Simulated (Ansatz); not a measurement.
# r2SCAN work function of a third face of Mo from its PBE value

PBE and r2SCAN are run on the same slabs. If the two track each other from face to face, two faces calibrate the third.

**Method.** Ansatz 0.2.0, plane waves with PAW datasets (its set soft_2) at their recommended cutoffs; symmetric slabs of 7 layers (11 for bcc (111)) cut at the tabulated experimental lattice constant, atoms at bulk places, 18 Å of vacuum, k-spacing 0.16 Å⁻¹ (2π included), Fermi-Dirac smearing of 0.1 eV, SCF threshold 1e-9 eV. The work function is the vacuum level less the Fermi level.

| run | PBE (eV) | r2SCAN (eV) |
| --- | --- | --- |
| Mo(111) | 3.710 | 3.694 |
| Mo(100) | 3.952 | ? |
| Mo(110) | 4.660 | 4.701 |

**Question.** What value belongs in the row marked “?”, and how far can the other rows tell?

Two rows fix a line: slope = (4.701 − 3.694) / (4.660 − 3.710) = 1.0600, intercept −0.2386. At 3.952 it gives 1.0600 × 3.952 + (−0.2386) = 3.951 eV. Rounding of the rows alone allows about ±0.001 eV there; two rows can't show whether the line holds.

The run itself gives 3.872 eV: a miss of −0.079 eV. The plain offset, r2SCAN less PBE, runs from −0.081 to +0.041 eV over the three faces.

**Limits.** Unrelaxed, unreconstructed faces at one geometry; neither value is a test against experiment.
